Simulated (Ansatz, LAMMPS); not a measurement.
# Zn in place of Ga at several sites of Ga2O3 with crystalline order left by the classical run (95 atoms), part 2 of 2

Aim: make Zn in place of Ga at several sites of Ga2O3 with crystalline order left by the classical run (95 atoms), relax each, and compare their energies.

Ansatz 0.2.0; Kohn-Sham DFT, revPBE, PAW (set soft_1), plane waves.

The cell: 38 Ga and 57 O. The quench rate of 50 K/ps far exceeds what a furnace or splat quench reaches. The starting topology of bonds comes from the classical model. Only the Γ point is sampled, in a cell whose shortest periodic width is 10 Å.

So far. Step 2 (Single point at the start): The r.m.s. force at the start is 0.30 eV/Å. Step 3 (Relaxation): The relaxation converged after 17 steps, 3.53 eV below its start, with a largest force component of 0.024 eV/Å.

## (4) Single point at the relaxed geometry

The electronic structure is read at the final geometry, in a run of its own.

The input, input.yaml:

```yaml
crystal:
  lattice:
    - [10.2635, 0.0, 0.0]
    - [0.0, 10.2635, 0.0]
    - [0.0, 0.0, 10.2635]
  atoms:
    - { symbol: Ga, position: [0.30261, 0.39319, 0.86778] }
    - { symbol: Ga, position: [0.53396, 0.78708, 0.13518] }
    - { symbol: Ga, position: [0.90894, 0.98652, 0.80808] }
    - { symbol: Ga, position: [0.96739, 0.25088, 0.7679] }
    - { symbol: Ga, position: [0.81188, 0.92088, 0.11561] }
    - { symbol: Ga, position: [0.07651, 0.48073, 0.03033] }
    [... 83 atom lines left out ...]
    - { symbol: O, position: [0.91244, 0.80568, 0.21669] }
    - { symbol: O, position: [0.6109, 0.07873, 0.51142] }
    - { symbol: O, position: [0.68815, 0.59499, 0.74186] }
    - { symbol: O, position: [0.28393, 0.42506, 0.0539] }
    - { symbol: O, position: [0.73477, 0.33088, 0.48597] }
    - { symbol: O, position: [0.26219, 0.1447, 0.0775] }
kpoints:
  mp_grid: { grid: [1, 1, 1] }
hamiltonian:
  xc: revpbe
  pseudopotentials: { kind: paw, azcp: { folder: soft_1 } }
scf:
  occupations: { method: fixed }
output:
  forces: true
  stress: true
  populations: true
  dos:
    method: { smearing: { sigma: 0.1 } }
    de: 0.1
    projected: { site_lists: { Ga: [Ga], O: [O] } }
  eigenvalues: true
  write_density: true
  write_potential: true
  volumetric_format: npy
```

The run is started by

```
$ ansatz run input.yaml --threads 4 --pin off --max-ram 8192MiB --backend cpu --events-out ev --progress --plain --runs-dir out
```

Numbers of over 12 decimals in the logs are rounded to 6 here.

The program printed:

```text
[...]
Crystal: 95 atoms, lattice volume = 1081.151 Å³
Basis set: ecut = 420 eV, 21247 PW (Γ), exchange–correlation on 144×144×144 points (8 copies of the dense FFT grid, shifted against one another)
Bands: 513, of which v1, the nominal top of the filled ones, is band 418 counted from 1 (417 counted from 0)
Symmetry: 1 space group operations
[...]
k-points: 1
[...]
SCF iter   1: F=—  HF=-176364.350623 eV  |F-HF|=—  |Δ(HF+E_count)|=         —  Δρ=1.17e-1  dr2=7.19e1  ethr=3.10e-3  ⟨swp⟩=5.0  Hψ=1534  notcnv=0  defer=88
[...]
SCF iter  13: F=-176341.465958 eV  HF=-176341.465958 eV  |F-HF|=3.93e-8  |Δ(HF+E_count)|=   2.00e-7  Δρ=1.70e-6  dr2=3.54e-8  ethr=1.20e-11  ⟨swp⟩=14.0  Hψ=4173  notcnv=0
SCF 1 converged in 13 iterations: F = -176341.465958 eV  dr2 = 3.54e-8
[...]
SCF converged after 13 iterations
Free energy (F): -176341.465958 eV
[...]
Internal energy: -176341.465958 eV  (E = F + TS)
E sigma→0 (E₀):  -176341.465958 eV
Fermi energy:    7.301404 eV
[...]
--- Forces (eV/Å), atoms counted from 1 ---
  atom   1  Ga    -0.00076625     0.00314925    -0.01082189
  atom   2  Ga     0.00416777    -0.00796737     0.00286351
  atom   3  Ga     0.00723444     0.00466335    -0.00345453
  atom   4  Ga    -0.00095547     0.00524121    -0.01251307
  atom   5  Ga    -0.00545739    -0.00408472     0.00557386
  atom   6  Ga     0.01397568     0.00467004    -0.00903809
  atom   7  Ga    -0.00445622     0.00163308     0.00674915
  atom   8  Ga     0.00274754    -0.00636396     0.01285434
  atom   9  Ga    -0.00217290     0.00732124     0.00634265
  atom  10  Ga     0.00097157     0.00683714    -0.00256429
  atom  11  Ga     0.00190032     0.00539393    -0.00091930
  atom  12  Ga    -0.00367927    -0.00381119    -0.01033595
  atom  13  Ga    -0.01247968    -0.00640911     0.01973440
  atom  14  Ga     0.00750990     0.00410893    -0.00124602
[...]
atom  94  O      0.00414766     0.00146927    -0.00401360
  atom  95  O      0.00065067     0.00446018     0.00127390
  max |Σ_I F_I| component: 1.89e-5 eV/Å
--- Stress (GPa, compression-positive) ---
        0.009985       1.001859      -0.766553
        1.001859       2.535020       0.479010
       -0.766553       0.479010      -1.092327
  P = ⅓ Tr σ = 0.4842 GPa (4.842 kbar)
--- Band table (eV) ---
[...]
--- Löwdin populations: 95 sites ---
  site symbol       q [e]
     0     Ga     11.8911
     1     Ga     11.9356
     2     Ga     11.9426
[...]
94      O      6.6864
  spilling = 0.002625 (of n_electrons = 836.000000)
```

Run time: 34 s. Hardware: 4 threads of Arm Neoverse V1, shared host; peak memory 1.7 GiB.

The run gave:

- free energy: -176341.4660 eV
- free energy per atom: -1856.2260 eV/atom
- SCF cycles: 13
- pressure: 0.4842 GPa
- r.m.s. force component: 0.00667 eV/Å
- longest force: 0.02863 eV/Å
- Fermi energy: 7.301 eV
- gap (highest filled to lowest empty level): 1.628 eV
- spilling of the projection: 0.002625

## (5) Zn on a site of Ga, site Ga25

The site has 4 bonded neighbours (O4) at 1.90 Å on average, by cutoffs that count no bonds between two metal atoms or like ions. The change is made in the relaxed cell and the atoms are relaxed again, with spin allowed.

The input, input.yaml:

```yaml
crystal:
  lattice:
    - [10.2635, 0.0, 0.0]
    - [0.0, 10.2635, 0.0]
    - [0.0, 0.0, 10.2635]
  atoms:
    [... atom lines 1 to 21 left out ...]
    - { symbol: Ga, position: [0.22854, 0.28675, 0.18991] }
    - { symbol: Ga, position: [0.77606, 0.15069, 0.53203] }
    - { symbol: Ga, position: [0.05331, 0.50434, 0.69929] }
    - { symbol: Zn, position: [0.90993, 0.2205, 0.08448], spin: 0.6 }
    - { symbol: Ga, position: [0.84109, 0.70537, 0.35742] }
    - { symbol: Ga, position: [0.72368, 0.74849, 0.62091] }
    - { symbol: Ga, position: [0.92433, 0.72129, 0.86074] }
    [... atom lines 29 to 95 left out ...]
magnetization:
  spin_polarized: true
kpoints:
  mp_grid: { grid: [1, 1, 1] }
hamiltonian:
  xc: revpbe
  pseudopotentials: { kind: paw, azcp: { folder: soft_1 } }
scf:
  occupations: { method: fermi_dirac, width: 0.025 }
  lower_state_search: "off"
output:
  forces: true
  eigenvalues: true
relax:
  f_tol: 0.05
  max_steps: 90
```

The program printed:

```text
[...]
Crystal: 95 atoms, lattice volume = 1081.151 Å³
Basis set: ecut = 420 eV, 21247 PW (Γ), exchange–correlation on 144×144×144 points (8 copies of the dense FFT grid, shifted against one another)
Bands: 514, of which v1, the nominal top of the filled ones, is band 418 counted from 1 (417 counted from 0)
Symmetry: 1 space group operations
[...]
k-points: 1
[...]
Starting moments: Σ|m| = 3 μB on 5 of 95 sites
[...]
SCF iter   1: F=—  HF=-175896.936953 eV  |F-HF|=—  |Δ(HF+E_count)|=         —  Δρ=6.04e-2 (↑5.81e-2 ↓6.04e-2)  dr2=7.11e1  dr2_m=1.19e0  M=0.996 μB ∫|m|=1.371 μB  β_m=0.30  ethr=3.10e-3  ⟨swp⟩=5.0  Hψ=3306  notcnv=0  defer=101
[...]
spin=Collinear: Kerker preconditioning applied to the charge; magnetization (m = ρ↑ − ρ↓) channel mixes plain (no charge-response kernel on spin).
SCF iter   2: F=—  HF=-175885.614240 eV  |F-HF|=—  |Δ(HF+E_count)|=    1.13e1  Δρ=4.14e-2 (↑4.01e-2 ↓4.14e-2)  dr2=3.53e1  dr2_m=6.15e-1  M=0.940 μB ∫|m|=1.259 μB  β_m=0.30  ethr=3.10e-3  ⟨swp⟩=2.0  Hψ=1535  notcnv=0  defer=178
[...]
spin=Collinear: Resta preconditioning applied to the charge; magnetization (m = ρ↑ − ρ↓) channel mixes plain (no charge-response kernel on spin).
SCF iter   3: F=—  HF=-175874.894674 eV  |F-HF|=—  |Δ(HF+E_count)|=    1.07e1  Δρ=1.70e-2 (↑1.20e-2 ↓1.70e-2)  dr2=6.39e0  dr2_m=6.39e-1  M=1.000 μB ∫|m|=1.360 μB  β_m=0.30  ethr=3.10e-3  ⟨swp⟩=2.5  Hψ=1758  notcnv=0  defer=178
SCF iter   4: F=—  HF=-175874.074432 eV  |F-HF|=—  |Δ(HF+E_count)|=   8.20e-1  Δρ=8.79e-3 (↑8.79e-3 ↓8.72e-3)  dr2=2.01e0  dr2_m=1.78e-1  M=0.986 μB ∫|m|=1.227 μB  β_m=0.30  ethr=7.65e-4  ⟨swp⟩=2.0  Hψ=1117  notcnv=0  defer=178
[...]
SCF iter   8: F=—  HF=-175874.646615 eV  |F-HF|=—  |Δ(HF+E_count)|=   5.86e-2  Δρ=1.63e-3 (↑1.63e-3 ↓1.52e-3)  dr2=3.48e-2  dr2_m=1.64e-2  M=0.983 μB ∫|m|=1.147 μB  β_m=0.30  ethr=2.06e-5  ⟨swp⟩=2.0  Hψ=1198  notcnv=0  defer=178
[...]
spin-set hold released at iteration 8 (site moments contracting): the magnetisation degrees of freedom join the quasi-Newton model from the next iteration; the mixer history was flushed
SCF iter   9: F=—  HF=-175874.658555 eV  |F-HF|=—  |Δ(HF+E_count)|=   1.19e-2  Δρ=1.43e-3 (↑1.14e-3 ↓1.43e-3)  dr2=1.73e-2  dr2_m=1.33e-2  M=0.976 μB ∫|m|=1.135 μB  β_m=0.55  ethr=4.17e-6  ⟨swp⟩=2.0  Hψ=1589  notcnv=0  defer=178
SCF iter  10: F=—  HF=-175874.673528 eV  |F-HF|=—  |Δ(HF+E_count)|=   1.50e-2  Δρ=7.81e-4 (↑7.81e-4 ↓6.78e-4)  dr2=9.51e-3  dr2_m=3.44e-3  M=0.980 μB ∫|m|=1.128 μB  β_m=0.76  ethr=2.07e-6  ⟨swp⟩=2.0  Hψ=1540  notcnv=0  defer=178
[...]
SCF iter  17: F=-175874.687729 eV  HF=-175874.687733 eV  |F-HF|=4.66e-6  |Δ(HF+E_count)|=   1.67e-5  Δρ=2.05e-5 (↑1.02e-5 ↓2.05e-5)  dr2=9.22e-6  dr2_m=6.77e-7  M=0.980 μB ∫|m|=1.111 μB  β_m=0.56  ethr=4.35e-9  ⟨swp⟩=3.5  Hψ=3249  notcnv=0
SCF iter  18: F=-175874.687733 eV  HF=-175874.687735 eV  |F-HF|=1.58e-6  |Δ(HF+E_count)|=   1.37e-6  Δρ=1.39e-5 (↑6.39e-6 ↓1.39e-5)  dr2=3.63e-6  dr2_m=4.00e-7  M=0.980 μB ∫|m|=1.112 μB  ethr=1.10e-9  ⟨swp⟩=2.0  Hψ=3178  notcnv=0
SCF 1 converged in 18 iterations: F = -175874.687733 eV  dr2 = 3.63e-6
[...]
relax step   1: F+E_penalty+E_count = -175874.68773296 eV  Δ(F+E_penalty+E_count) = +0.000e0 eV  max|allowed force component| = 1.285e0 eV/Å  Δτ_max = 0.0000 Å  (18 SCF iters, dr2 threshold 6.25e-5 eV, accepted)
[... from here on, the SCF cycles and remarks between the steps are left out ...]
relax step   2: F+E_penalty+E_count = -175874.93080217 eV  Δ(F+E_penalty+E_count) = -2.431e-1 eV  max|allowed force component| = 8.134e-1 eV/Å  Δτ_max = 0.0483 Å  (14 SCF iters, dr2 threshold 1.00e-4 eV, accepted)
relax step   3: F+E_penalty+E_count = -175875.10065289 eV  Δ(F+E_penalty+E_count) = -1.699e-1 eV  max|allowed force component| = 2.380e-1 eV/Å  Δτ_max = 0.0864 Å  (13 SCF iters, dr2 threshold 4.13e-5 eV, accepted)
relax step   4: F+E_penalty+E_count = -175875.12200992 eV  Δ(F+E_penalty+E_count) = -2.136e-2 eV  max|allowed force component| = 6.942e-2 eV/Å  Δτ_max = 0.0179 Å  (14 SCF iters, dr2 threshold 4.85e-6 eV, accepted)
relax step   5: F+E_penalty+E_count = -175875.10136258 eV  Δ(F+E_penalty+E_count) = +2.065e-2 eV  max|allowed force component| = 2.716e-1 eV/Å  Δτ_max = 0.1304 Å  (17 SCF iters, rejected (line search))
relax step   6: F+E_penalty+E_count = -175875.14153923 eV  Δ(F+E_penalty+E_count) = -1.953e-2 eV  max|allowed force component| = 5.842e-2 eV/Å  Δτ_max = 0.0482 Å  (21 SCF iters, accepted)
relax step   7: F+E_penalty+E_count = -175875.14522525 eV  Δ(F+E_penalty+E_count) = -3.686e-3 eV  max|allowed force component| = 8.808e-2 eV/Å  Δτ_max = 0.0526 Å  (17 SCF iters, accepted)
relax step   8: F+E_penalty+E_count = -175875.14975364 eV  Δ(F+E_penalty+E_count) = -4.528e-3 eV  max|allowed force component| = 5.976e-2 eV/Å  Δτ_max = 0.0094 Å  (13 SCF iters, dr2 threshold 5.49e-6 eV, accepted)
relax step   9: F+E_penalty+E_count = -175875.15196677 eV  Δ(F+E_penalty+E_count) = -2.213e-3 eV  max|allowed force component| = 4.550e-2 eV/Å  Δτ_max = 0.0115 Å  (15 SCF iters, accepted)
SCF converged after 15 iterations
Magnetization: 0.9978 μB (417.9989 up, 417.0011 down)
Absolute magnetization: 1.1453 μB (∫|ρ↑−ρ↓|, with the PAW one-centre terms)
[...]
Per-site moments (μB) at R_I (Å): [(-1.0374372561831667e-5, 0.771224), (0.000612416, 0.789517), (-0.000667445, 0.792319), (-0.000454781, 0.791343), (-0.00011471, [...]
Free energy (F): -175875.151967 eV
[...]
Internal energy: -175875.122033 eV  (E = F + TS)
E sigma→0 (E₀):  -175875.137000 eV
Entropy (-TS):   -0.029933 eV (-0.315 meV/atom)
Fermi energy:    7.345492 eV
[...]
Σ components = -175875.151967   (vs F -175875.151967, Δ=0.00e0)
--- Forces (eV/Å), atoms counted from 1 ---
  atom   1  Ga     0.00026166    -0.00036264    -0.00633359
  atom   2  Ga    -0.01445928     0.00716774     0.00530367
  atom   3  Ga     0.01319857     0.00726485    -0.01022772
  atom   4  Ga     0.00522954    -0.00674522     0.00284181
[...]
atom  95  O      0.00554261    -0.00025197    -0.01148409
  max |Σ_I F_I| component: 5.45e-6 eV/Å
--- Band table (eV) ---
[...]
--- Relaxed structure (9 steps of the walk, 8 accepted, 0 SCFs on fresh bases) ---
  F+E_penalty+E_count = -175875.15196677 eV   max|allowed force component| = 4.550e-2 eV/Å
  atoms:
    - { symbol: Ga, position: [0.303986, 0.394267, 0.873686] }
    - { symbol: Ga, position: [0.535779, 0.790865, 0.136134] }
    - { symbol: Ga, position: [0.910144, 0.983588, 0.798788] }
    - { symbol: Ga, position: [0.961715, 0.247479, 0.765321] }
[...]
- { symbol: O, position: [0.257622, 0.143807, 0.080052] }
```

Run time: 9.8 min. Hardware: 4 threads; peak memory 3 GiB; 39 min of CPU time.

The relaxation converged after 9 steps, 0.464 eV below its start, with a largest force component of 0.046 eV/Å.

The surroundings of the Zn atom, after relaxation, nearest first, numbered as they follow in the input and with coordinates relative to it.

| atom | x | y | z | distance (Å) | bonds | moment (μB) |
| --- | --- | --- | --- | --- | --- | --- |
| Zn25 | 0.00 | 0.00 | 0.00 | 0.00 | 4 | 0.01 |
| O42 | -0.58 | 0.62 | -1.72 | 1.92 | 3 | 0.15 |
| O53 | 0.77 | -1.67 | 0.69 | 1.97 | 4 | 0.01 |
| O74 | 1.48 | 1.18 | 0.59 | 1.98 | 3 | 0.01 |
| O55 | -1.58 | 0.75 | 1.14 | 2.09 | 4 | 0.00 |
| O59 | -1.29 | -2.00 | -1.39 | 2.75 | 3 | 0.24 |
| O71 | 1.44 | -1.16 | -2.25 | 2.92 | 4 | 0.00 |
| Ga5 | -0.90 | -2.98 | 0.32 | 3.13 | 5 | 0.00 |
| Ga8 | -0.43 | 1.45 | 2.75 | 3.14 | 5 | 0.00 |
| Ga19 | 2.27 | -2.11 | -0.63 | 3.16 | 6 | 0.00 |

The column of bonds counts only the pairs O-Ga within 2.43 Å, O-Zn within 2.48 Å; other neighbours, such as metal atoms beside each other in a compound, aren't counted, and periodic images can show an atom twice.

The largest move is 0.14 Å, by O55.

## (6) Zn on a site of Ga, site Ga16

The site has 6 bonded neighbours (O6) at 2.10 Å on average. 

Input and log are left out; they have the form of those shown for this kind of step.

The job ended after 8.3 min (4 threads of Arm Neoverse V1, shared host; peak memory 3 GiB; 33 min of CPU time).

The relaxation converged after 7 steps, 0.438 eV below its start, with a largest force component of 0.036 eV/Å.

## (7) Zn on a site of Ga, site Ga37

The site has 5 bonded neighbours (O5) at 2.00 Å on average. 

Input and log are left out; they have the form of those shown for this kind of step.

Elapsed: 8.3 min, on 4 threads of Arm Neoverse V1, shared host; peak memory 3 GiB; 33 min of CPU time.

The relaxation converged after 8 steps, 0.264 eV below its start, with a largest force component of 0.043 eV/Å.

## (8) Zn on a site of Ga, site Ga33

The site has 4 bonded neighbours (O4) at 1.92 Å on average. 

Input and log are left out; they have the form of those shown for this kind of step.

The job ended after 12 min (4 threads of Arm Neoverse V1, shared host; peak memory 3 GiB; 47 min of CPU time).

The relaxation converged after 9 steps, 0.475 eV below its start, with a largest force component of 0.036 eV/Å.

The surroundings of the Zn atom, after relaxation, nearest first, numbered as they follow in the input and with coordinates relative to it.

| atom | x | y | z | distance (Å) | bonds | moment (μB) |
| --- | --- | --- | --- | --- | --- | --- |
| Zn33 | 0.00 | 0.00 | 0.00 | 0.00 | 4 | 0.01 |
| O78 | -1.36 | 1.24 | 0.57 | 1.93 | 3 | 0.01 |
| O49 | 1.05 | -1.43 | 0.77 | 1.93 | 3 | 0.21 |
| O53 | -0.61 | 0.08 | -2.06 | 2.15 | 4 | 0.01 |
| O84 | 1.77 | 1.22 | 0.20 | 2.16 | 4 | 0.01 |
| O76 | 1.49 | -1.77 | -1.88 | 2.98 | 3 | 0.22 |
| O90 | -1.24 | -2.57 | -1.34 | 3.15 | 3 | 0.01 |
| Ga14 | 2.53 | -2.19 | -0.19 | 3.35 | 5 | 0.00 |
| Ga25 | -1.27 | 1.74 | -2.61 | 3.38 | 4 | 0.00 |
| Ga13 | 1.49 | 2.58 | 1.60 | 3.39 | 6 | 0.00 |

The column of bonds counts only the pairs O-Ga within 2.43 Å, O-Zn within 2.20 Å; other neighbours, such as metal atoms beside each other in a compound, aren't counted, and periodic images can show an atom twice.

The largest move is 0.17 Å, by O53.

## (9) Zn on a site of Ga, site Ga11

The site has 6 bonded neighbours (O6) at 2.03 Å on average. 

Input and log are left out; they have the form of those shown for this kind of step.

The job ended after 11 min (4 threads of Arm Neoverse V1, shared host; peak memory 3 GiB; 44 min of CPU time).

The relaxation converged after 10 steps, 0.231 eV below its start, with a largest force component of 0.032 eV/Å.

## (10) The sites compared

All these cells hold the same atoms, so their energies can be compared with no chemical potential.

| site | neighbours | mean distance (Å) | atoms within 6 Å | energy over the best site (eV) | before relaxation (eV) | gain on relaxing (eV) | moment (μB) |
| --- | --- | --- | --- | --- | --- | --- | --- |
| Ga25 | O4 | 1.90 | 75 | 0.00 | 0.00 | 0.46 | 1.0 |
| Ga33 | O4 | 1.92 | 77 | 0.00 | 0.01 | 0.48 | 1.0 |
| Ga16 | O6 | 2.10 | 73 | 0.06 | 0.03 | 0.44 | 0.9 |
| Ga37 | O5 | 2.00 | 78 | 0.28 | 0.08 | 0.26 | 1.0 |
| Ga11 | O6 | 2.03 | 75 | 0.56 | 0.32 | 0.23 | 1.0 |

Neighbours are those of the relaxed host within 2.50 Å (O-Ga); other pairs aren't counted.

## (11) Outcome

The cheapest site is Ga25 (4 neighbours, O4); the dearest, Ga11 (6 neighbours, O6), costs 0.56 eV more. Ga33 lies within 0.02 eV of the cheapest, a tie at this tolerance. By coordination the energies over the best site are 0.00 eV with 4 neighbours, 0.28 eV with 5 neighbours and 0.06 to 0.56 eV with 6 neighbours. Relaxation gains 0.23 to 0.48 eV and leaves the best site the same.

Caveats: Defects are neutral and interact with their images. The reference ran with fixed occupations, but 5 of the 5 defect cells with fermi-dirac smearing of 0.025 eV, spin polarised. In a disordered cell the relaxation can also rearrange atoms far from the site. In the spin-polarised runs the search for a state of lower energy was switched off. Only 5 of the 38 Ga sites were tried, so a cheaper one may exist. A local or semilocal functional tends to spread out the unpaired spin of such defects. The stress is far from hydrostatic: its diagonal is 0.0, 2.5, -1.1 GPa, compression counted positive.

The DFT runs together took 55 min of wall time.

[Logs are printed without paths, hosts, clocks, repeated set-up lines and the standing remarks that a program may print on its own settings, such as how far it seeks lower states.]

[Hosts, paths, dates, database ids (printed as entryN), source tags and the programs' standing remarks are cut or masked in the printed files.]
